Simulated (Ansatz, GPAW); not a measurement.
# Work function of a 4-layer slab of Ca(110) at several levels

Aim: the work function of both faces of a 4-layer slab of Ca(110), and its spread over functionals and bases.

Method: Ansatz plane waves; slab in vacuum with a dipole correction, relaxation; PAW set soft_1, in the first sound run; inputs show where later runs differ, in GPAW 26.7.0 and Ansatz 0.2.0.

## Step 1: Starting point

The cell holds 4 atoms: 4 Ca. Cell: a = 5.580 Å, b = 3.946 Å, c = 23.918 Å, α = 90.0°, β = 90.0°, γ = 90.0°. Vacuum lies along c.

## Step 2: Relaxing the atoms

Forces are removed first; all later runs use this geometry. The lowest 2 atoms are held at bulk positions and keep their forces.

input.yaml reads:

```yaml
crystal:
  lattice:
    - [5.58, 0.0, 0.0]
    - [0.0, 3.945655839, 0.0]
    - [0.0, 0.0, 23.9184837585]
  atoms:
    - { symbol: Ca, position: [0.5, 0.5, 0.3762780321] }
    - { symbol: Ca, position: [0.0, 0.0, 0.458759344] }
    - { symbol: Ca, position: [0.5, 0.5, 0.541240656] }
    - { symbol: Ca, position: [0.0, 0.0, 0.6237219679] }
kpoints:
  mp_grid: { grid: [6, 8, 1] }
hamiltonian:
  xc: pbe
  pseudopotentials: { kind: paw, azcp: { folder: soft_1 } }
scf:
  occupations: { method: fermi_dirac, width: 0.1 }
efield:
  axis: 3
  dipole_correction: true
  ramp_width: 0.05
relax:
  f_tol: 0.02
  max_steps: 60
  constraints: [{ sites: [0, 1] }]
output:
  write_potential: true
  write_density: true
  volumetric_format: npy
```

Launch:

```
$ ansatz run input.yaml --threads 4 --pin off --max-ram 8192MiB --backend cpu --events-out ev --progress --plain --runs-dir out
```

Numbers of over 12 decimals in the logs are rounded to 6 here.

Output:

```text
Engine: ansatz 0.2.0, x86_64-unknown-linux-gnu
Pseudopotentials: kind: paw
Pseudopotential: Ca, paw, valence charge 10, recommended cutoff 420 eV (normal), soft_1/Ca.paw.azcp
Functional definition: PBE
  parameter kappa = 0.804
  parameter beta = 0.066725
  exchange = pbe_x(kappa = kappa, mu = beta*pi^2/3)
  correlation = pbe_c(beta = beta)
Crystal: 4 atoms, lattice volume = 526.608 Å³
Basis set: ecut = 420 eV, 10349 PW (Γ), exchange–correlation on 80×54×320 points (8 copies of the dense FFT grid, shifted against one another)
Bands: 24, of which v1, the nominal top of the filled ones, is band 20 counted from 1 (19 counted from 0)
Symmetry: 4 space group operations
k-points: 20 of 48
Non-local potential: Ca, projectors of the file, l = 0: 3, l = 1: 2, l = 2: 2
PAW form: soft (Blöchl's): semilocal exchange-correlation on the pseudo side does not see the compensation charge
PAW one-centre angular grid: Ca, 110 points (default); XC on 64 Gauss nodes
Initial density: superposition of atomic densities (neutral atoms: chi_scale 0, normalization atom)
Initial wavefunctions: pseudopotential atomic-orbital guess
Functional: x = pbe(κ = 0.804, μ = 0.219515), c = pbe(β = 0.066725)
SCF iter   1: F=—  HF=-7267.011025 eV  |F-HF|=—  |Δ(HF+E_count)|=         —  Δρ=8.79e-3  dr2=6.89e0  ethr=3.10e-3  p=0.000 e·Å  D=8.16e-15 V/Å  ΔV_dip=-0.00 eV  dr2_dipole=1.43e-7  V_vac-E_F(+/−)=4.65/4.65 eV  ⟨swp⟩=14.1  Hψ=7541  notcnv=0
efield: sawtooth ramp at fractional position 0.9750 (placed from the atoms, in the widest stretch of the axis that holds none; the zero of the levels goes with the place), width 0.0500; the density the first Hamiltonian is built on has a dipole p = 0.000 e·Å; the dipole correction subtracts the counter field D = 8.16e-15 V/Å, which shifts the + side's vacuum level by -0.00 eV against the − side's; the planar-averaged density in the ramp window peaks in size at 5.3e-8 e/Å³
automatic band count: the SCF goes on with 28 bands, as 24 were too few: the levels above may hold too much charge
preconditioner: auto → LDOS  [metal: Δε(μ)=0.061 eV  Ē_g=2.378 eV  σ=0.100 eV  W_gap=0.15  n_scr=44 (ndim 8)  ℏωp=4.6 eV  f_vac=0.550  D(μ)=4.75/eV (n_scr^D=18)  β→1.0]
SCF iter   2: F=—  HF=-7266.155877 eV  |F-HF|=—  |Δ(HF+E_count)|=   8.55e-1  Δρ=4.80e-3  dr2=8.39e-1  ethr=3.10e-3  p=0.000 e·Å  D=8.65e-5 V/Å  ΔV_dip=-0.00 eV  dr2_dipole=5.63e-6  V_vac-E_F(+/−)=2.33/2.33 eV  ⟨swp⟩=4.2  Hψ=1375  notcnv=0
SCF iter   3: F=—  HF=-7266.083787 eV  |F-HF|=—  |Δ(HF+E_count)|=   7.21e-2  Δρ=2.25e-3  dr2=1.47e-1  ethr=2.10e-3  p=0.000 e·Å  D=7.91e-6 V/Å  ΔV_dip=-0.00 eV  dr2_dipole=8.30e-7  V_vac-E_F(+/−)=2.95/2.95 eV  ⟨swp⟩=2.8  Hψ=1099  notcnv=0
SCF iter   4: F=—  HF=-7266.065015 eV  |F-HF|=—  |Δ(HF+E_count)|=   1.88e-2  Δρ=4.71e-4  dr2=9.35e-3  ethr=3.68e-4  p=-0.000 e·Å  D=-6.50e-6 V/Å  ΔV_dip=0.00 eV  dr2_dipole=1.43e-9  V_vac-E_F(+/−)=2.80/2.80 eV  ⟨swp⟩=2.0  Hψ=766  notcnv=0
SCF iter   5: F=—  HF=-7266.065096 eV  |F-HF|=—  |Δ(HF+E_count)|=   8.13e-5  Δρ=1.64e-4  dr2=7.37e-4  ethr=2.34e-5  p=0.000 e·Å  D=5.61e-7 V/Å  ΔV_dip=-0.00 eV  dr2_dipole=4.81e-9  V_vac-E_F(+/−)=2.73/2.73 eV  ⟨swp⟩=2.0  Hψ=654  notcnv=0
SCF iter   6: F=—  HF=-7266.065053 eV  |F-HF|=—  |Δ(HF+E_count)|=   4.31e-5  Δρ=5.48e-5  dr2=5.72e-5  ethr=1.84e-6  p=-0.000 e·Å  D=-3.28e-7 V/Å  ΔV_dip=0.00 eV  dr2_dipole=1.30e-10  V_vac-E_F(+/−)=2.75/2.75 eV  ⟨swp⟩=1.9  Hψ=670  notcnv=0
SCF iter   7: F=-7266.065053 eV  HF=-7266.065055 eV  |F-HF|=2.53e-6  |Δ(HF+E_count)|=   2.29e-6  Δρ=2.71e-5  dr2=4.47e-6  ethr=2.50e-8  p=0.000 e·Å  D=8.96e-7 V/Å  ΔV_dip=-0.00 eV  dr2_dipole=4.69e-10  V_vac-E_F(+/−)=2.76/2.76 eV  ⟨swp⟩=12.8  Hψ=5316  notcnv=0
SCF 1 converged in 7 iterations: F = -7266.065053 eV  dr2 = 4.47e-6
  greatest PAW one-centre occupation: 0.996 electrons in one spin orbital (limit 2), on the Ca atom at site 0 (counted from 0), in its partial waves of l = 0
relax step   1: F+E_penalty+E_count = -7266.06505252 eV  Δ(F+E_penalty+E_count) = +0.000e0 eV  max|allowed force component| = 1.390e-1 eV/Å  Δτ_max = 0.0000 Å  (7 SCF iters, dr2 threshold 1.00e-5 eV, accepted)
Bands: 28, of which v1, the nominal top of the filled ones, is band 20 counted from 1 (19 counted from 0)
Initial density: handed on by an earlier stage of this run
Initial wavefunctions: those handed on with the density
iter 1 solved again at ethr=3.20e-4 eV; its pass at ethr=3.10e-3 eV (dr2=1.28e-1 eV) is discarded
SCF iter   1: F=—  HF=-7266.082541 eV  |F-HF|=—  |Δ(HF+E_count)|=         —  Δρ=8.95e-4  dr2=4.65e-2  ethr=3.20e-4  p=0.000 e·Å  D=8.99e-7 V/Å  ΔV_dip=-0.00 eV  dr2_dipole=6.96e-3  V_vac-E_F(+/−)=2.78/2.78 eV  ⟨swp⟩=1.0  Hψ=2343  notcnv=0
efield: sawtooth ramp at fractional position 0.9750 (handed on by an earlier solve), width 0.0500; the density the first Hamiltonian is built on has a dipole p = 0.000 e·Å; the dipole correction subtracts the counter field D = 8.99e-7 V/Å, which shifts the + side's vacuum level by -0.00 eV against the − side's; the planar-averaged density in the ramp window peaks in size at 3.6e-7 e/Å³
eigensolver tolerance schedule: the retry pair's looser diagonalisation over-reported the residual by 1.75 of it (diagonalisation noise at 0.25 of the residual, at the tolerance the schedule requests for it); recorded, not acted on — ethr = c·dr2/N_el stays at c = 1.0e-1
preconditioner: auto → LDOS  [metal: Δε(μ)=0.025 eV  Ē_g=2.172 eV  σ=0.100 eV  W_gap=0.06  n_scr=44 (ndim 8)  ℏωp=4.6 eV  f_vac=0.563  D(μ)=5.28/eV (n_scr^D=20)  β→1.0]
SCF iter   2: F=—  HF=-7266.079336 eV  |F-HF|=—  |Δ(HF+E_count)|=   3.21e-3  Δρ=3.81e-4  dr2=3.46e-3  ethr=1.16e-4  p=0.005 e·Å  D=1.77e-3 V/Å  ΔV_dip=-0.04 eV  dr2_dipole=8.53e-4  V_vac-E_F(+/−)=2.72/2.76 eV  ⟨swp⟩=1.8  Hψ=602  notcnv=0
SCF iter   3: F=—  HF=-7266.079132 eV  |F-HF|=—  |Δ(HF+E_count)|=   2.04e-4  Δρ=1.74e-4  dr2=3.86e-4  ethr=8.66e-6  p=0.002 e·Å  D=5.65e-4 V/Å  ΔV_dip=-0.01 eV  dr2_dipole=9.66e-6  V_vac-E_F(+/−)=2.75/2.76 eV  ⟨swp⟩=2.0  Hψ=854  notcnv=0
SCF iter   4: F=—  HF=-7266.079151 eV  |F-HF|=—  |Δ(HF+E_count)|=   1.95e-5  Δρ=5.81e-5  dr2=3.98e-5  ethr=9.65e-7  p=0.001 e·Å  D=2.96e-4 V/Å  ΔV_dip=-0.01 eV  dr2_dipole=1.34e-7  V_vac-E_F(+/−)=2.75/2.76 eV  ⟨swp⟩=2.0  Hψ=866  notcnv=0
SCF iter   5: F=—  HF=-7266.079153 eV  |F-HF|=—  |Δ(HF+E_count)|=   1.77e-6  Δρ=1.26e-5  dr2=1.83e-6  ethr=9.94e-8  p=0.000 e·Å  D=1.53e-5 V/Å  ΔV_dip=-0.00 eV  dr2_dipole=4.86e-12  V_vac-E_F(+/−)=2.76/2.76 eV  ⟨swp⟩=2.0  Hψ=939  notcnv=0
[...]
efield: sawtooth ramp at fractional position 0.9750 (handed on by an earlier solve), width 0.0500; the density the first Hamiltonian is built on has a dipole p = -0.000 e·Å; the dipole correction subtracts the counter field D = -5.89e-5 V/Å, which shifts the + side's vacuum level by +0.00 eV against the − side's; the planar-averaged density in the ramp window peaks in size at 3.7e-7 e/Å³
preconditioner: auto → LDOS  [metal: Δε(μ)=0.031 eV  Ē_g=2.191 eV  σ=0.100 eV  W_gap=0.08  n_scr=44 (ndim 8)  ℏωp=4.6 eV  f_vac=0.569  D(μ)=5.08/eV (n_scr^D=20)  β→1.0]
SCF iter   2: F=—  HF=-7266.086174 eV  |F-HF|=—  |Δ(HF+E_count)|=   5.78e-3  Δρ=6.05e-4  dr2=1.71e-2  ethr=2.66e-4  p=0.006 e·Å  D=2.17e-3 V/Å  ΔV_dip=-0.05 eV  dr2_dipole=6.45e-3  V_vac-E_F(+/−)=2.72/2.77 eV  ⟨swp⟩=1.8  Hψ=751  notcnv=0
SCF iter   3: F=—  HF=-7266.085664 eV  |F-HF|=—  |Δ(HF+E_count)|=   5.10e-4  Δρ=2.58e-4  dr2=9.83e-4  ethr=4.26e-5  p=0.001 e·Å  D=3.87e-4 V/Å  ΔV_dip=-0.01 eV  dr2_dipole=7.09e-6  V_vac-E_F(+/−)=2.76/2.76 eV  ⟨swp⟩=2.3  Hψ=808  notcnv=0
SCF iter   4: F=—  HF=-7266.085648 eV  |F-HF|=—  |Δ(HF+E_count)|=   1.56e-5  Δρ=1.32e-4  dr2=1.30e-4  ethr=2.46e-6  p=0.000 e·Å  D=1.60e-4 V/Å  ΔV_dip=-0.00 eV  dr2_dipole=1.37e-6  V_vac-E_F(+/−)=2.76/2.76 eV  ⟨swp⟩=2.0  Hψ=843  notcnv=0
SCF iter   5: F=—  HF=-7266.085679 eV  |F-HF|=—  |Δ(HF+E_count)|=   3.09e-5  Δρ=2.66e-5  dr2=1.36e-5  ethr=3.24e-7  p=-0.000 e·Å  D=-2.49e-5 V/Å  ΔV_dip=0.00 eV  dr2_dipole=4.89e-7  V_vac-E_F(+/−)=2.76/2.76 eV  ⟨swp⟩=2.0  Hψ=861  notcnv=0
SCF iter   6: F=—  HF=-7266.085682 eV  |F-HF|=—  |Δ(HF+E_count)|=   3.12e-6  Δρ=9.31e-6  dr2=6.82e-7  ethr=3.40e-8  p=-0.000 e·Å  D=-1.64e-4 V/Å  ΔV_dip=0.00 eV  dr2_dipole=4.43e-11  V_vac-E_F(+/−)=2.77/2.76 eV  ⟨swp⟩=2.0  Hψ=731  notcnv=0
SCF iter   7: F=-7266.085682 eV  HF=-7266.085682 eV  |F-HF|=4.77e-8  |Δ(HF+E_count)|=   1.07e-7  Δρ=2.96e-6  dr2=1.04e-7  ethr=1.13e-9  p=-0.001 e·Å  D=-1.92e-4 V/Å  ΔV_dip=0.00 eV  dr2_dipole=1.42e-9  V_vac-E_F(+/−)=2.77/2.76 eV  ⟨swp⟩=10.7  Hψ=4101  notcnv=0
SCF 3 converged in 7 iterations: F = -7266.085682 eV  dr2 = 1.04e-7
relax step   3: F+E_penalty+E_count = -7266.08568239 eV  Δ(F+E_penalty+E_count) = -6.529e-3 eV  max|allowed force component| = 2.218e-2 eV/Å  Δτ_max = 0.1347 Å  (7 SCF iters, dr2 threshold 4.53e-7 eV, accepted)
SCF iter   1: F=—  HF=-7266.086215 eV  |F-HF|=—  |Δ(HF+E_count)|=         —  Δρ=2.78e-4  dr2=3.56e-3  ethr=9.75e-5  p=-0.001 e·Å  D=-1.92e-4 V/Å  ΔV_dip=0.00 eV  dr2_dipole=7.83e-5  V_vac-E_F(+/−)=2.76/2.76 eV  ⟨swp⟩=3.4  Hψ=1314  notcnv=0
efield: sawtooth ramp at fractional position 0.9750 (handed on by an earlier solve), width 0.0500; the density the first Hamiltonian is built on has a dipole p = -0.001 e·Å; the dipole correction subtracts the counter field D = -1.92e-4 V/Å, which shifts the + side's vacuum level by +0.00 eV against the − side's; the planar-averaged density in the ramp window peaks in size at 3.7e-7 e/Å³
preconditioner: auto → LDOS  [metal: Δε(μ)=0.030 eV  Ē_g=2.170 eV  σ=0.100 eV  W_gap=0.08  n_scr=44 (ndim 8)  ℏωp=4.6 eV  f_vac=0.566  D(μ)=5.21/eV (n_scr^D=20)  β→1.0]
SCF iter   2: F=—  HF=-7266.086034 eV  |F-HF|=—  |Δ(HF+E_count)|=   1.81e-4  Δρ=1.49e-4  dr2=8.75e-4  ethr=8.91e-6  p=-0.002 e·Å  D=-5.17e-4 V/Å  ΔV_dip=0.01 eV  dr2_dipole=8.98e-5  V_vac-E_F(+/−)=2.78/2.77 eV  ⟨swp⟩=1.6  Hψ=769  notcnv=0
SCF iter   3: F=—  HF=-7266.085968 eV  |F-HF|=—  |Δ(HF+E_count)|=   6.55e-5  Δρ=5.53e-5  dr2=8.48e-5  ethr=2.19e-6  p=-0.001 e·Å  D=-3.51e-4 V/Å  ΔV_dip=0.01 eV  dr2_dipole=1.84e-5  V_vac-E_F(+/−)=2.77/2.76 eV  ⟨swp⟩=2.3  Hψ=791  notcnv=0
SCF iter   4: F=—  HF=-7266.086030 eV  |F-HF|=—  |Δ(HF+E_count)|=   6.13e-5  Δρ=3.98e-5  dr2=1.51e-5  ethr=2.12e-7  p=-0.001 e·Å  D=-2.81e-4 V/Å  ΔV_dip=0.01 eV  dr2_dipole=3.22e-6  V_vac-E_F(+/−)=2.77/2.76 eV  ⟨swp⟩=2.0  Hψ=837  notcnv=0
SCF iter   5: F=—  HF=-7266.086027 eV  |F-HF|=—  |Δ(HF+E_count)|=   3.02e-6  Δρ=1.02e-5  dr2=1.32e-6  ethr=3.77e-8  p=-0.001 e·Å  D=-2.22e-4 V/Å  ΔV_dip=0.01 eV  dr2_dipole=3.37e-7  V_vac-E_F(+/−)=2.77/2.76 eV  ⟨swp⟩=2.4  Hψ=764  notcnv=0
SCF iter   6: F=-7266.086027 eV  HF=-7266.086027 eV  |F-HF|=5.94e-9  |Δ(HF+E_count)|=   1.02e-7  Δρ=2.41e-6  dr2=4.46e-8  ethr=2.50e-10  p=-0.001 e·Å  D=-1.74e-4 V/Å  ΔV_dip=0.00 eV  dr2_dipole=1.44e-9  V_vac-E_F(+/−)=2.77/2.76 eV  ⟨swp⟩=9.5  Hψ=4411  notcnv=0
SCF 4 converged in 6 iterations: F = -7266.086027 eV  dr2 = 4.46e-8
relax step   4: F+E_penalty+E_count = -7266.08602665 eV  Δ(F+E_penalty+E_count) = -3.443e-4 eV  max|allowed force component| = 1.878e-3 eV/Å  Δτ_max = 0.0263 Å  (6 SCF iters, accepted)
NSCF: frozen V_eff on 20 k-points
the band table was solved once a step of the walk had ended and its energy, with any forces and stress, was formed, with the checks that follow a solve (3238 applications of the Hamiltonian). They found nothing against the state; the energy, forces and stress were not computed again (output.eigenvalues in the input reference)
WARN: The output density's exchange-correlation potential varies sharply where the density is thin. Do not read a vacuum level from v_tot or v_xc, or from such a field of the output density. On a cell that repeats whose density bears no net charge and no dipole along the vacuum's axis use v_es (v_loc + v_h of the components); under efield.dipole_correction with no amplitude use v_es + v_field, which holds any externa [...]
SCF converged after 6 iterations
Free energy (F): -7266.086027 eV
Harris-Foulkes:  -7266.086027 eV  (|F-HF|=5.94e-9)
Internal energy: -7265.910367 eV  (E = F + TS)
E sigma→0 (E₀):  -7265.998197 eV
Entropy (-TS):   -0.175660 eV (-43.915 meV/atom)
Fermi energy:    -0.176519 eV
Dipole field:    D = -0.000143 V/Å  (p = -0.000415 e·Å, saw-weighted, corrected)
Work function:   Φ+ = 2.7662 eV   Φ− = 2.7628 eV
Levels:          The Fermi level and band energies are counted from a zero that moves with the ramp; work functions are not
--- Per-component energies (eV) ---
  E_band       = -918.022532
  E_kinetic    = 1003.189917
  E_local      = -15863.564126  (includes V_loc(G=0)·N_el)
  E_nonlocal   = 361.029650
  E_hartree    = 7247.425027
  E_xc         = -503.846449
  E_vxc        = -624.745013  (∫ρ·V_xc dr)
  E_paw        = -3460.940597  (= ΣΔE_a)
  E_vpaw       = -288.783963  (= ΣTr[D̂ρ^β])
  E_aug_tail   = -0.000021  (compensation charges beyond the density's cutoff)
  E_efield     = 0.000000  (sawtooth field / dipole correction)
  E_vefield    = -0.000472  (∫n·V_field dr)
  E_ewald      = 3950.796232
  E_smearing   = -0.175660  (= −TS)
  E_closure    = -0.000000  (closes the sum)
  Σ components = -7266.086027   (vs F -7266.086027, Δ=0.00e0)
--- Forces (eV/Å), atoms counted from 1 ---
  atom   1  Ca     0.00000000     0.00000000     0.07136060
  atom   2  Ca     0.00000000    -0.00000000    -0.06869279
  atom   3  Ca    -0.00000000     0.00000000    -0.00082410
  atom   4  Ca    -0.00000000     0.00000000    -0.00187837
  max |Σ_I F_I| component: 3.47e-5 eV/Å
--- Band table (eV; the first three rows and the last of 20) ---
  k-point 0: bands = [... 16 lower, -3.8125, -2.6695, -1.2159, -0.3547, -0.0343, 0.4390, 0.5153, 0.7466, ... 4 higher]
  k-point 1: bands = [... 16 lower, -3.6409, -2.5061, -1.0723, -0.2462, 0.0567, 0.4782, 0.4862, 0.6940, ... 4 higher]
  k-point 2: bands = [... 16 lower, -3.1441, -2.0404, -0.6942, -0.0745, 0.2375, 0.4074, 0.5263, 0.5742, ... 4 higher]
  k-point 19: bands = [... 16 lower, -0.8417, -0.8315, -0.3720, -0.3594, 0.1826, 0.1850, 0.1857, 0.1898, ... 4 higher]
--- Relaxed structure (4 steps of the walk, 4 accepted, 0 SCFs on fresh bases) ---
  F+E_penalty+E_count = -7266.08602665 eV   max|allowed force component| = 1.878e-3 eV/Å
  atoms:
    - { symbol: Ca, position: [0.500000, 0.5, 0.376278] }
    - { symbol: Ca, position: [0.0, 0.0, 0.458759] }
    - { symbol: Ca, position: [0.500000, 0.5, 0.535607] }
    - { symbol: Ca, position: [0, 0, 0.615518] }
```

Run time: 18 s. Hardware: 4 threads of Intel Xeon Platinum 8375C at 2.90GHz (Ice Lake), shared host; peak memory 0.85 GiB; 70 s of CPU time.

The steps of the relaxation:

```
step  energy less that of the first step (eV)  largest force component (eV/Å)
   1                                   0.0000                          0.1390
   2                                  -0.0141                          0.0851
   3                                  -0.0206                          0.0222
   4                                  -0.0210                          0.0019
```

Forces are held to the 4 operations that the run works with; a distortion that breaks them can't arise in this run.

The atoms that moved most (Å):

```csv
atom,dx,dy,dz,length
Ca4,0.000,0.000,-0.196,0.196
Ca3,0.000,0.000,-0.135,0.135
```

Final coordinates:

```
Ca
1.0
     5.58000    0.00000    0.00000
     0.00000    3.94566    0.00000
     0.00000    0.00000   23.91848
Ca
4
Direct
  0.50000 0.50000 0.37628
  0.00000 0.00000 0.45876
  0.50000 0.50000 0.53561
  0.00000 0.00000 0.61552
```

Numbers from this step:

| Item | Value |
| --- | --- |
| free energy | -7266.0860 eV |
| smearing term TS | 0.1757 eV |
| symmetry operations | 4 |
| upper work function | 2.766 eV |
| lower work function | 2.763 eV |
| dipole along the normal | -4.15e-4 e·Å |
| dipole field | -1.43e-4 V/Å |
| vacuum level above | 2.590 eV |
| vacuum level below | 2.586 eV |

The electrostatic potential energy of an electron (with the applied field's), less the Fermi level, planar mean oscillates, so the rows of the table below give means over windows of 1 Å about each position, cut where the curve ends. Its maxima inside the range that stand out by 2 % of the span (Å: eV): 10.0: -0.957, 12.0: -1.41, 13.8: -1.20. Its minima: 9.0: -5.12, 10.9: -4.84, 12.9: -4.88, 14.7: -5.14.

The electrostatic potential energy of an electron (with the applied field's), less the Fermi level, planar mean by z; means over each step:

z (Å), electrostatic potential energy of an electron (with the applied field's), less the Fermi level, planar mean (eV) and a bar from the least value:
```
        0       2.76 ##############################
        1       2.76 ##############################
        2       2.76 ##############################
        3       2.76 ##############################
        4       2.76 ##############################
        5       2.75 ##############################
        6       2.68 ##############################
        7       2.27 ############################
        8       0.18 ###################
        9      -4.23 
       10      -1.70 ###########
       11      -4.08 #
       12      -2.21 #########
       13      -3.88 #
       14      -2.35 ########
       15      -3.59 ###
       16       1.15 #######################
       17       2.46 #############################
       18       2.72 ##############################
       19       2.76 ##############################
       20       2.77 ##############################
       21       2.77 ##############################
       22       2.77 ##############################
       23       2.77 ##############################
```

The valence density, planar mean by z:

z (Å), valence density, planar mean (e/Å³) and a bar:
```
      4.0      0.000 
      4.5      0.000 
      5.0      0.000 
      5.5      0.001 
      6.0      0.001 
      6.5      0.003 
      7.0      0.007 #
      7.5      0.014 #
      8.0      0.038 ###
      8.5      0.200 ###############
      9.0      0.390 #############################
      9.5      0.212 ################
     10.0      0.083 ######
     10.5      0.234 ##################
     11.0      0.400 ##############################
     11.5      0.205 ###############
     12.0      0.109 ########
     12.5      0.318 ########################
     13.0      0.373 ############################
     13.5      0.139 ##########
     14.0      0.124 #########
     14.5      0.351 ##########################
     15.0      0.319 ########################
     15.5      0.081 ######
     16.0      0.020 #
     16.5      0.009 #
     17.0      0.004 
     17.5      0.002 
     18.0      0.001 
     18.5      0.000 
     19.0      0.000 
     19.5      0.000 
     20.0      0.000
```

The relaxation lowered the energy of the cell by 0.0210 eV.

[end of part 1 of 3]

[Logs are printed without paths, hosts, clocks, repeated set-up lines and the standing remarks that a program may print on its own settings, such as how far it seeks lower states.]

[Hosts, paths, dates, database ids (printed as entryN), source tags and the programs' standing remarks are cut or masked in the printed files.]
